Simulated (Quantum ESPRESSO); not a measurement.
## InNi2SbO6: spin-resolved density of states

Wanted: the exchange-split electronic structure of InNi2SbO6.

Method: LDA; plane waves with GBRV 1.5 LDA potentials, no spin-orbit coupling, in Quantum ESPRESSO 7.5.

### Step 1. The structure

The structure is trigonal, space group R3 (No. 146). Conventional cell: a = 5.286 Å, b = 5.286 Å, c = 14.240 Å, α = 90.00°, β = 90.00°, γ = 120.00°. Nearest to In lie 6 O at 2.13 to 2.29 Å. Nearest to Ni lie 6 O at 2.05 to 2.15 Å. Nearest to Ni lie 6 O at 2.08 to 2.16 Å. Nearest to Sb lie 6 O at 2.00 to 2.06 Å. Nearest to O lie 1 Sb at 2.00 Å and 2 Ni at 2.08 to 2.15 Å and 1 In at 2.29 Å. O has 2 Ni at 2.05 to 2.16 Å and 1 Sb at 2.06 Å and 1 In at 2.13 Å nearest. Farther neighbours and most contacts between anions are not listed.

As a file:

```cif
data_structure
_symmetry_space_group_name_H-M 'R3:H'
_symmetry_Int_Tables_number 146
_cell_length_a 5.2863
_cell_length_b 5.2863
_cell_length_c 14.2400
_cell_angle_alpha 90.000
_cell_angle_beta 90.000
_cell_angle_gamma 120.000
_cell_volume 344.62
loop_
_atom_site_label
_atom_site_type_symbol
_atom_site_symmetry_multiplicity
_atom_site_Wyckoff_symbol
_atom_site_fract_x
_atom_site_fract_y
_atom_site_fract_z
_atom_site_occupancy
In1 In 3 a 0.66667 0.33333 0.12765 1
Ni1 Ni 3 a 0.00000 0.00000 0.00163 1
Ni2 Ni 3 a 0.33333 0.66667 0.17349 1
Sb1 Sb 3 a 0.00000 0.00000 0.30405 1
O1 O 9 b 0.34820 0.02540 0.23894 1
O2 O 9 b 0.31830 0.36880 0.06666 1
```

The cell comes from Materials Project 2023-11-01, a database of computed structures, and need not be the stable phase.

### Step 2. The magnetic state

This state came out lowest in a comparison of starts that is told elsewhere.

The input, pw.in:

```
&CONTROL
  calculation = 'scf'
  prefix = 'pwscf'
  outdir = './tmp'
  pseudo_dir = './pseudo'
  disk_io = 'low'
/
&SYSTEM
  ibrav = 0
  celldm(1) = 8
  nat = 10
  ntyp = 5
  ecutwfc = 40
  ecutrho = 280
  nbnd = 68
  occupations = 'smearing'
  smearing = 'fd'
  degauss = 0.00367493
  nspin = 2
  starting_magnetization(1) = 0
  starting_magnetization(2) = 0.1111
  starting_magnetization(3) = -0.1111
  starting_magnetization(4) = 0
  starting_magnetization(5) = 0
/
&ELECTRONS
  conv_thr = 2d-08
  electron_maxstep = 150
  mixing_beta = 0.3
/
ATOMIC_SPECIES
In    114.8180 in_lda_v1.4.uspp.F.UPF
Ni1    58.6934 ni_lda_v1.4.uspp.F.UPF
Ni2    58.6934 ni_lda_v1.4.uspp.F.UPF
Sb    121.7600 sb_lda_v1.4.uspp.F.UPF
O      15.9990 o_lda_v1.2.uspp.F.UPF
CELL_PARAMETERS alat
   0.6243546544384    0.3604713278128    1.1212377622045
  -0.6243546544384    0.3604713278128    1.1212377622045
   0.0000000000000   -0.7209426556257    1.1212377622045
ATOMIC_POSITIONS crystal
In      0.2056830000    0.2056830000    0.2056830000
Ni1     0.9983680000    0.9983680000    0.9983680000
Ni2     0.4931743300    0.4931743300    0.4931743300
Sb      0.6959510000    0.6959510000    0.6959510000
O       0.7864580000    0.0838620000    0.4128670000
O       0.0838620000    0.4128670000    0.7864580000
O       0.4128670000    0.7864580000    0.0838620000
O       0.3021400000    0.8828500000    0.6150450000
O       0.8828500000    0.6150450000    0.3021400000
O       0.6150450000    0.3021400000    0.8828500000
K_POINTS automatic
6 6 6 0 0 0
```

Command:

```console
> OMP_NUM_THREADS=1 mpirun -n 4 pw.x -nk 4 -in pw.in > pw.out
```

Output:

```text
Program PWSCF v.7.5 starts

     Message from routine setup:
     using ibrav=0 with symmetry is DISCOURAGED, use correct ibrav instead

     K-points division:     npool     =       4
     Subspace diagonalization in iterative solution of the eigenvalue problem:

     bravais-lattice index     =            0
     lattice parameter (alat)  =       8.0000  a.u.
     unit-cell volume          =     775.2129 (a.u.)^3
     number of atoms/cell      =           10
     number of atomic types    =            5
     number of electrons       =       100.00
     number of Kohn-Sham states=           68
     kinetic-energy cutoff     =      40.0000  Ry
     charge density cutoff     =     280.0000  Ry
     scf convergence threshold =      2.0E-08
     mixing beta               =       0.3000
     number of iterations used =            8  plain     mixing
     Exchange-correlation= SLA  PZ   NOGX NOGC
                           (   1   1   0   0   0   0   0)

     celldm(1)=   8.000000  celldm(2)=   0.000000  celldm(3)=   0.000000
     celldm(4)=   0.000000  celldm(5)=   0.000000  celldm(6)=   0.000000

     crystal axes: (cart. coord. in units of alat)
               a(1) = (   0.624355   0.360471   1.121238 )
               a(2) = (  -0.624355   0.360471   1.121238 )
               a(3) = (   0.000000  -0.720943   1.121238 )

     reciprocal axes: (cart. coord. in units 2 pi/alat)
               b(1) = (  0.800827  0.462358  0.297290 )
               b(2) = ( -0.800827  0.462358  0.297290 )
               b(3) = (  0.000000 -0.924715  0.297290 )

     PseudoPot. # 1 for In read from file:
     in_lda_v1.4.uspp.F.UPF
     Pseudo is Ultrasoft + core correction, Zval = 13.0

     PseudoPot. # 2 for Ni read from file:
     ni_lda_v1.4.uspp.F.UPF
     Pseudo is Ultrasoft + core correction, Zval = 18.0

     PseudoPot. # 3 for Ni read from file:
     ni_lda_v1.4.uspp.F.UPF
     Pseudo is Ultrasoft + core correction, Zval = 18.0

     PseudoPot. # 4 for Sb read from file:
     sb_lda_v1.4.uspp.F.UPF
     Pseudo is Ultrasoft + core correction, Zval = 15.0

     PseudoPot. # 5 for O  read from file:
     o_lda_v1.2.uspp.F.UPF
     Pseudo is Ultrasoft + core correction, Zval =  6.0

     atomic species   valence    mass     pseudopotential
     In               13.00   114.81800     In( 1.00)
     Ni1              18.00    58.69340     Ni( 1.00)
     Ni2              18.00    58.69340     Ni( 1.00)
     Sb               15.00   121.76000     Sb( 1.00)
     O                 6.00    15.99900     O ( 1.00)

     Starting magnetic structure
     atomic species   magnetization
     In              0.000
     Ni1             0.111
     Ni2            -0.111
     Sb              0.000
     O               0.000

      3 Sym. Ops. (no inversion) found

   Cartesian axes

     site n.     atom                  positions (alat units)
         1        In     tau(   1) = (  -0.0000000  -0.0000000   0.6918586  )
         2        Ni1    tau(   2) = (  -0.0000000  -0.0000000   3.3582237  )
         3        Ni2    tau(   3) = (  -0.0000000  -0.0000000   1.6588970  )
         4        Sb     tau(   4) = (   0.0000000  -0.0000000   2.3409796  )
         5        O      tau(   5) = (   0.4386691   0.0160720   1.4387577  )
         6        O      tau(   6) = (  -0.2054158  -0.3879346   1.4387577  )
         7        O      tau(   7) = (  -0.2332533   0.3718626   1.4387577  )
         8        O      tau(   8) = (  -0.3625690  -0.0162573   2.0182672  )
         9        O      tau(   9) = (   0.1672053   0.3221226   2.0182672  )
        10        O      tau(  10) = (   0.1953637  -0.3058653   2.0182672  )

     number of k points=    40  Fermi-Dirac smearing, width (Ry)=  0.0037
                       cart. coord. in units 2pi/alat
        k(    1) = (   0.0000000   0.0000000   0.0000000), wk =   0.0046296
        k(    2) = (   0.0000000  -0.1541192   0.0495484), wk =   0.0277778
        k(    3) = (   0.0000000  -0.3082384   0.0990968), wk =   0.0277778
        k(    4) = (   0.0000000   0.4623576  -0.1486452), wk =   0.0138889
        k(    5) = (  -0.1334711  -0.0770596   0.0990968), wk =   0.0277778
        [... 35 further k-points ...]

     Dense  grid:    61349 G-vectors     FFT dimensions: (  60,  60,  60)

     Smooth grid:    26491 G-vectors     FFT dimensions: (  45,  45,  45)

     Check: negative core charge=   -0.000007
     Generating pointlists ...
     new r_m :   0.2073 (alat units)  1.6584 (a.u.) for type    1
     new r_m :   0.1999 (alat units)  1.5992 (a.u.) for type    2
     new r_m :   0.2026 (alat units)  1.6205 (a.u.) for type    3
     new r_m :   0.1953 (alat units)  1.5627 (a.u.) for type    4
     new r_m :   0.1953 (alat units)  1.5627 (a.u.) for type    5

     Initial potential from superposition of free atoms

     starting charge      93.5000, renormalised to     100.0000
     Starting wfcs are   68 randomized atomic wfcs

     Self-consistent Calculation

     iteration #  1     ecut=    40.00 Ry     beta= 0.30
     Davidson diagonalization with overlap
     ethr =  1.00E-02,  avg # of iterations =  4.8

     total energy              =   -1165.16599735 Ry
     estimated scf accuracy    <      88.16968434 Ry

     total magnetization       =    -0.14 Bohr mag/cell
     absolute magnetization    =     1.93 Bohr mag/cell

     iteration #  2     ecut=    40.00 Ry     beta= 0.30
     Davidson diagonalization with overlap
     ethr =  1.00E-02,  avg # of iterations =  3.0

     total energy              =   -1197.89527924 Ry
     estimated scf accuracy    <      50.88810377 Ry

     total magnetization       =     0.00 Bohr mag/cell
     absolute magnetization    =     0.25 Bohr mag/cell

     [... further iterations left out ...]

     iteration # 18     ecut=    40.00 Ry     beta= 0.30
     Davidson diagonalization with overlap
     ethr =  2.23E-10,  avg # of iterations =  1.5

     total energy              =   -1197.72875247 Ry
     estimated scf accuracy    <       0.00000003 Ry

     total magnetization       =    -0.00 Bohr mag/cell
     absolute magnetization    =     3.26 Bohr mag/cell

     iteration # 19     ecut=    40.00 Ry     beta= 0.30
     Davidson diagonalization with overlap
     ethr =  3.18E-11,  avg # of iterations =  2.0

     Magnetic moment per site  (integrated on atomic sphere of radius R)
     atom   1 (R=0.207)  charge=  9.2991  magn=  0.0015
     atom   2 (R=0.200)  charge= 15.5697  magn=  1.3504
     atom   3 (R=0.203)  charge= 15.6290  magn= -1.3683
     atom   4 (R=0.195)  charge= 10.1055  magn= -0.0012
     atom   5 (R=0.195)  charge=  5.4405  magn=  0.0097
     atom   6 (R=0.195)  charge=  5.4405  magn=  0.0097
     atom   7 (R=0.195)  charge=  5.4405  magn=  0.0097
     atom   8 (R=0.195)  charge=  5.4574  magn= -0.0055
     atom   9 (R=0.195)  charge=  5.4574  magn= -0.0055
     atom  10 (R=0.195)  charge=  5.4574  magn= -0.0055

     End of self-consistent calculation

     [... lines left out ...]
     the Fermi energy is    10.6792 ev

!    total energy              =   -1197.72875249 Ry
     estimated scf accuracy    <          2.8E-09 Ry
     smearing contrib. (-TS)   =      -0.00021187 Ry
     internal energy E=F+TS    =   -1197.72854062 Ry

     The total energy is F=E-TS. E is the sum of the following terms:
     one-electron contribution =    -674.26469482 Ry
     hartree contribution      =     400.01611073 Ry
     xc contribution           =    -193.88826778 Ry
     ewald contribution        =    -729.59168876 Ry

     total magnetization       =    -0.00 Bohr mag/cell
     absolute magnetization    =     3.26 Bohr mag/cell

     convergence has been achieved in  19 iterations

=------------------------------------------------------------------------------=
   JOB DONE.
=------------------------------------------------------------------------------=
```

Wall time 3 min (4 MPI ranks of Arm Neoverse V2, shared host); peak memory 0.95 GiB; 12 min of CPU time.

Spin moment in the atom's sphere by atom:

| atom | spin moment in the atom's sphere (μB) |
| --- | --- |
| In1 | 0.00 |
| Ni2 | 1.35 |
| Ni3 | -1.37 |
| Sb4 | 0.00 |
| O5 | 0.01 |
| O6 | 0.01 |
| O7 | 0.01 |
| O8 | -0.01 |
| O9 | -0.01 |
| O10 | -0.01 |

This step gave:

```yaml
smearing_term_ts: 0.002883 eV
magnetization: 0 μB
absolute_magnetization: 3.263 μB
final_state: antiferromagnetic
```

(Continued in part 2 of 2.)

[Logs and program files are shortened in this print: banners, set-up blocks, solver, clock and traceback lines can be left out without a mark of their own.]

[Logs are printed without paths, hosts, clocks, repeated set-up lines and the standing remarks that a program may print on its own settings, such as how far it seeks lower states.]

[Hosts, paths, dates, database ids (printed as entryN), source tags and the programs' standing remarks are cut or masked in the printed files.]

[Where a cell is said to come from a database of computed structures, the database is the Materials Project.]
